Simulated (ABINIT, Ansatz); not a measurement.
**Lattice dynamics of Hf (Im-3m) in two programs**

How does Hf (Im-3m) vibrate, and is this structure a minimum?

Method: DFT LDA, scalar-relativistic, plane waves, PseudoDojo norm-conserving pseudopotentials, in ABINIT 10.8.3.

This is not the structure that Hf takes at ambient pressure and room temperature (hexagonal, No. 194); it is a model or a phase of other conditions.

### 1. The starting structure

It takes space group Im-3m (No. 229, cubic). The conventional cell has a = 3.610 Å, b = 3.610 Å, c = 3.610 Å, α = 90.00°, β = 90.00°, γ = 90.00°. Nearest to Hf lie 8 Hf at 3.13 Å.

### 2. A probe with smearing

A first run with smearing and empty bands tells whether the crystal has a gap, which decides between fixed occupations and smearing later on.

probe.abi reads:

```
# ground state
tolvrs 1.0d-08
prtden 1
prtwf 1

# basis, mesh and filling
ecut 25.0
ngkpt 8 8 8
nshiftk 1
shiftk 0.0 0.0 0.0
istwfk *1
occopt 7
tsmear 0.005
nband 12
nstep 100
diemac 9.0
prtebands 0
prtgsr 0

# cell and atoms
acell 5.907948497 5.907948497 5.907948497
rprim 
    0.5773502692 0.5773502692 0.5773502692
    -0.5773502692 0.5773502692 0.5773502692
    -0.5773502692 -0.5773502692 0.5773502692
ntypat 1
znucl 72
natom 1
typat 1
xred 
    0.0 0.0 0.0
pp_dirpath "./pseudo"
pseudos "Hf.upf"
```

On the command line:

```sh
> OMP_NUM_THREADS=1 mpirun -n 4 abinit probe.abi > probe.log
```

Numbers of over 12 decimals in the logs are rounded to 6 here.

probe.abo, the main output file:

```text
[banners, grids, parts of the stress and lines that vanish by symmetry left out]
- input  file    -> probe.abi
- output file    -> probe.abo
- root for input  files -> probei
[...]
Symmetries : space group Im -3 m (#229); Bravais cI (body-center cubic)
[...]
mpw =         962          nfft =       27000          nkpt =          29
[...]
== DATASET  1 ==================================================================
[...]
cutoff_energies: {ecut:  25.0, pawecutdg:  -1.0, }
[...]
ETOT  1  -56.421493392676    -5.642E+01 1.681E-01 1.224E+01
 ETOT  2  -56.436087287450    -1.459E-02 8.376E-03 7.642E-01
 ETOT  3  -56.436261490829    -1.742E-04 8.135E-04 3.817E-04
 ETOT  4  -56.436261648772    -1.579E-07 1.332E-03 5.507E-06
 ETOT  5  -56.436261649774    -1.002E-09 1.918E-04 1.878E-08
 ETOT  6  -56.436261649777    -2.885E-12 4.961E-04 3.799E-10
 At SCF step    6       vres2   =  3.80E-10 < tolvrs=  1.00E-08 =>converged.
[...]
sigma(1 1)=  4.81152722E-04  sigma(3 2)=  0.00000000E+00
  sigma(2 2)=  4.81152722E-04  sigma(3 1)=  0.00000000E+00
  sigma(3 3)=  4.81152722E-04  sigma(2 1)=  0.00000000E+00
[...]
convergence: {deltae: -2.885E-12, res2:  3.799E-10, residm:  4.961E-04, diffor: null, }
etotal    :  -5.64362616E+01
[...]
sigma(1 1)=  4.81152722E-04  sigma(3 2)=  0.00000000E+00
  sigma(2 2)=  4.81152722E-04  sigma(3 1)=  0.00000000E+00
  sigma(3 3)=  4.81152722E-04  sigma(2 1)=  0.00000000E+00
[...]
- sigma(1 1)=  1.41560018E+01  sigma(3 2)=  0.00000000E+00
- sigma(2 2)=  1.41560018E+01  sigma(3 1)=  0.00000000E+00
- sigma(3 3)=  1.41560018E+01  sigma(2 1)=  0.00000000E+00
[...]
fcart     -0.0000000000E+00 -0.0000000000E+00 -0.0000000000E+00
           strten      4.8115272227E-04  4.8115272227E-04  4.8115272227E-04
================================================================================

[key lines of the parts left out:]
pressure_GPa:  -1.4156E+01
```

The job ended after 4.3 s (4 MPI ranks of Arm Neoverse V1, shared host).

This step gave:

* volume per atom: 23.52 Å³
* pressure: -14.16 GPa
* gap on the k-mesh: 0 eV

No gap opens on this mesh, so smearing is kept; the printed pressure holds the stress of the finite basis too.

### 3. Relaxing the cell and atoms

The harmonic expansion needs vanishing forces, and a free crystal bears no stress, so cell and atoms are brought to rest. Stress is more sensitive to the basis than forces are: the last 3 Ha under the cutoff are smoothed with ecutsm, and the cutoff is raised above that of the later runs.

relax.abi reads:

```
# relaxation
ionmov 2
optcell 2
dilatmx 1.08
ntime 40
tolmxf 1.0d-05
tolvrs 1.0d-14
prtwf 0
prtden 0
chksymtnons 0

# basis, mesh and filling
ecut 32.0
ecutsm 3.0
ngkpt 12 12 12
nshiftk 1
shiftk 0.0 0.0 0.0
istwfk *1
occopt 6
tsmear 0.01
nband 12
nstep 100
diemac 1000000.0
prtebands 0
prtgsr 0

# cell and atoms
acell 5.907948497 5.907948497 5.907948497
rprim 
    0.5773502692 0.5773502692 0.5773502692
    -0.5773502692 0.5773502692 0.5773502692
    -0.5773502692 -0.5773502692 0.5773502692
ntypat 1
znucl 72
natom 1
typat 1
xred 
    0.0 0.0 0.0
pp_dirpath "./pseudo"
pseudos "Hf.upf"
```

On the command line:

```sh
> OMP_NUM_THREADS=1 mpirun -n 4 abinit relax.abi > relax.log
```

relax.abo, the main output file:

```text
[banners, grids, parts of the stress and lines that vanish by symmetry left out]
- input  file    -> relax.abi
- output file    -> relax.abo
- root for input  files -> relaxi
[...]
Symmetries : space group Im -3 m (#229); Bravais cI (body-center cubic)
[...]
mpw =        1754          nfft =       46656          nkpt =          72
[...]
== DATASET  1 ==================================================================
[...]
cutoff_energies: {ecut:  32.0, pawecutdg:  -1.0, }
[...]
ETOT  1  -56.420113589941    -5.642E+01 1.647E-01 2.081E+01
 ETOT  2  -56.435729079263    -1.562E-02 2.029E-02 7.163E-01
 ETOT  3  -56.435827434675    -9.836E-05 8.351E-04 6.517E-04
 ETOT  4  -56.435827528384    -9.371E-08 1.084E-03 1.683E-05
 ETOT  5  -56.435827530095    -1.711E-09 2.437E-04 5.772E-08
[...]
At SCF step    9       vres2   =  1.53E-17 < tolvrs=  1.00E-14 =>converged.
[...]
sigma(1 1)=  4.65244687E-04  sigma(3 2)=  0.00000000E+00
  sigma(2 2)=  4.65244687E-04  sigma(3 1)=  0.00000000E+00
  sigma(3 3)=  4.65244687E-04  sigma(2 1)=  0.00000000E+00
[...]
convergence: {deltae: -3.624E-13, res2:  1.526E-17, residm:  9.748E-05, diffor: null, }
etotal    :  -5.64358275E+01
[...]
ETOT  1  -56.434446185722    -5.643E+01 1.311E-01 3.757E+01
[...]
At SCF step    8       vres2   =  1.41E-15 < tolvrs=  1.00E-14 =>converged.
[...]
sigma(1 1)=  3.66916913E-04  sigma(3 2)=  0.00000000E+00
  sigma(2 2)=  3.66916913E-04  sigma(3 1)=  0.00000000E+00
  sigma(3 3)=  3.66916913E-04  sigma(2 1)=  0.00000000E+00
[...]
convergence: {deltae: -6.182E-13, res2:  1.412E-15, residm:  3.237E-05, diffor: null, }
etotal    :  -5.64385664E+01
[...]
ETOT  1  -56.410383459515    -5.641E+01 9.588E+01 3.109E+02
[...]
At SCF step    8       vres2   =  6.89E-15 < tolvrs=  1.00E-14 =>converged.
[...]
sigma(1 1)= -8.56115191E-05  sigma(3 2)=  0.00000000E+00
  sigma(2 2)= -8.56115191E-05  sigma(3 1)=  0.00000000E+00
  sigma(3 3)= -8.56115191E-05  sigma(2 1)=  0.00000000E+00
[...]
convergence: {deltae: -1.684E-12, res2:  6.886E-15, residm:  6.410E-04, diffor: null, }
etotal    :  -5.64417221E+01
[...]
ETOT  1  -56.440936402964    -5.644E+01 1.307E-03 9.305E+00
[...]
At SCF step    8       vres2   =  1.61E-16 < tolvrs=  1.00E-14 =>converged.
[...]
sigma(1 1)=  8.79038021E-06  sigma(3 2)=  0.00000000E+00
  sigma(2 2)=  8.79038021E-06  sigma(3 1)=  0.00000000E+00
  sigma(3 3)=  8.79038021E-06  sigma(2 1)=  0.00000000E+00
[...]
convergence: {deltae:  9.663E-13, res2:  1.609E-16, residm:  7.282E-06, diffor: null, }
etotal    :  -5.64418398E+01
[...]
ETOT  1  -56.441832967179    -5.644E+01 3.905E-06 8.381E-02
[...]
At SCF step    7       vres2   =  1.12E-15 < tolvrs=  1.00E-14 =>converged.
[...]
sigma(1 1)=  1.35600086E-07  sigma(3 2)=  0.00000000E+00
  sigma(2 2)=  1.35600086E-07  sigma(3 1)=  0.00000000E+00
  sigma(3 3)=  1.35600086E-07  sigma(2 1)=  0.00000000E+00
[...]
convergence: {deltae:  1.243E-12, res2:  1.123E-15, residm:  2.793E-07, diffor: null, }
etotal    :  -5.64418412E+01
[...]
ETOT  1  -56.441841174417    -5.644E+01 3.057E-07 2.049E-05
[...]
ETOT  5  -56.441841176420     6.111E-13 5.676E-07 6.201E-14
 ETOT  6  -56.441841176420     1.634E-13 3.776E-07 1.097E-16
 At SCF step    6       vres2   =  1.10E-16 < tolvrs=  1.00E-14 =>converged.
[...]
sigma(1 1)= -2.37266901E-10  sigma(3 2)=  0.00000000E+00
  sigma(2 2)= -2.37266904E-10  sigma(3 1)=  0.00000000E+00
  sigma(3 3)= -2.37266899E-10  sigma(2 1)=  0.00000000E+00
[...]
convergence: {deltae:  1.634E-13, res2:  1.097E-16, residm:  3.776E-07, diffor: null, }
etotal    :  -5.64418412E+01
[...]
At Broyd/MD step   6, gradients are converged :
[...]
sigma(1 1)= -2.37266901E-10  sigma(3 2)=  0.00000000E+00
  sigma(2 2)= -2.37266904E-10  sigma(3 1)=  0.00000000E+00
  sigma(3 3)= -2.37266899E-10  sigma(2 1)=  0.00000000E+00
[...]
- sigma(1 1)= -6.98063322E-06  sigma(3 2)=  0.00000000E+00
- sigma(2 2)= -6.98063332E-06  sigma(3 1)=  0.00000000E+00
- sigma(3 3)= -6.98063317E-06  sigma(2 1)=  0.00000000E+00
[...]
fcart     -0.0000000000E+00 -0.0000000000E+00 -0.0000000000E+00
           strten     -2.3726690057E-10 -2.3726690404E-10 -2.3726689884E-10
================================================================================

[key lines of the parts left out:]
pressure_GPa:   6.9806E-06
Total energy (etotal) [Ha]= -5.64418411764199E+01
```

Elapsed: 65 s, on 4 MPI ranks.

Step by step:

```csv
step,energy less that of the first step (eV),largest force (eV/Å),volume (Å³)
1,0.0000,0.0000,23.52
2,-0.0745,0.0000,22.55
3,-0.1604,0.0000,19.71
4,-0.1636,0.0000,20.17
5,-0.1636,0.0000,20.13
6,-0.1636,0.0000,20.13
```

```
conventional cell, symmetrised  before  after   change
                         a (Å)   3.610  3.427   -5.1 %
                         b (Å)   3.610  3.427   -5.1 %
                         c (Å)   3.610  3.427   -5.1 %
              volume (Å³/atom)   23.52  20.13  -14.4 %
```

Final coordinates:

```
Hf
1.0
     1.71366    1.71366    1.71366
    -1.71366    1.71366    1.71366
    -1.71366   -1.71366    1.71366
Hf
1
Direct
  0.00000 0.00000 0.00000
```

This step gave:

- volume per atom: 20.13 Å³
- pressure: 6.98e-6 GPa

The volume changes by -14.4 % in this run and stands -14.4 % from the first cell.

### 4. Ground state

First-order wavefunctions inherit every error of the ground state, hence the very tight tolvrs. Smearing stays on, as the first look found no gap above 0.3 eV.

gs.abi reads:

```
# ground state
tolvrs 1.0d-16
prtden 1
prtwf 1

# basis, mesh and filling
ecut 25.0
ngkpt 12 12 12
nshiftk 1
shiftk 0.0 0.0 0.0
istwfk *1
occopt 6
tsmear 0.01
nband 12
nstep 100
diemac 1000000.0
prtebands 0
prtgsr 0

# cell and atoms
acell 5.608993608 5.608993608 5.608993608
rprim 
    0.5773502692 0.5773502692 0.5773502692
    -0.5773502692 0.5773502692 0.5773502692
    -0.5773502692 -0.5773502692 0.5773502692
ntypat 1
znucl 72
natom 1
typat 1
xred 
    0.0 0.0 0.0
pp_dirpath "./pseudo"
pseudos "Hf.upf"
```

On the command line:

```sh
> OMP_NUM_THREADS=1 mpirun -n 4 abinit gs.abi > gs.log
```

gs.abo, the main output file:

```text
[banners, grids, parts of the stress and lines that vanish by symmetry left out]
- input  file    -> gs.abi
- output file    -> gs.abo
- root for input  files -> gsi
[...]
Symmetries : space group Im -3 m (#229); Bravais cI (body-center cubic)
[...]
mpw =         856          nfft =       19683          nkpt =          72
[...]
== DATASET  1 ==================================================================
[...]
cutoff_energies: {ecut:  25.0, pawecutdg:  -1.0, }
[...]
ETOT  1  -56.427794332658    -5.643E+01 1.920E-01 6.718E+00
 ETOT  2  -56.441556570698    -1.376E-02 1.007E-02 3.327E-01
 ETOT  3  -56.441653803816    -9.723E-05 1.206E-03 4.538E-04
 ETOT  4  -56.441653968877    -1.651E-07 4.231E-03 3.571E-06
 ETOT  5  -56.441653969738    -8.609E-10 3.043E-04 7.028E-09
 ETOT  6  -56.441653969738    -2.487E-13 1.782E-03 1.886E-10
 ETOT  7  -56.441653969740    -1.819E-12 1.170E-04 3.807E-13
 ETOT  8  -56.441653969738     1.862E-12 5.735E-04 2.682E-15
 ETOT  9  -56.441653969740    -1.222E-12 4.854E-05 2.680E-19
 At SCF step    9       vres2   =  2.68E-19 < tolvrs=  1.00E-16 =>converged.
[...]
sigma(1 1)=  1.90240815E-05  sigma(3 2)=  0.00000000E+00
  sigma(2 2)=  1.90240815E-05  sigma(3 1)=  0.00000000E+00
  sigma(3 3)=  1.90240815E-05  sigma(2 1)=  0.00000000E+00
[...]
convergence: {deltae: -1.222E-12, res2:  2.680E-19, residm:  4.854E-05, diffor: null, }
etotal    :  -5.64416540E+01
[...]
sigma(1 1)=  1.90240815E-05  sigma(3 2)=  0.00000000E+00
  sigma(2 2)=  1.90240815E-05  sigma(3 1)=  0.00000000E+00
  sigma(3 3)=  1.90240815E-05  sigma(2 1)=  0.00000000E+00
[...]
- sigma(1 1)=  5.59707802E-01  sigma(3 2)=  0.00000000E+00
- sigma(2 2)=  5.59707802E-01  sigma(3 1)=  0.00000000E+00
- sigma(3 3)=  5.59707802E-01  sigma(2 1)=  0.00000000E+00
[...]
fcart     -0.0000000000E+00 -0.0000000000E+00 -0.0000000000E+00
           strten      1.9024081509E-05  1.9024081509E-05  1.9024081509E-05
================================================================================

[key lines of the parts left out:]
pressure_GPa:  -5.5971E-01
```

Elapsed: 8.6 s, on 4 MPI ranks.

This step gave:

- pressure: -0.5597 GPa

The cell stands at -0.56 GPa: the relaxation ran with a smoothed and higher cutoff, and the difference is a stress of the finite basis.

(Continued in part 2 of 4.)

[Host names and launcher messages were left out of these logs when they were recorded.]

[Logs are printed without paths, hosts, clocks, repeated set-up lines and the standing remarks that a program may print on its own settings, such as how far it seeks lower states.]

[Hosts, paths, dates, database ids (printed as entryN), source tags and the programs' standing remarks are cut or masked in the printed files.]
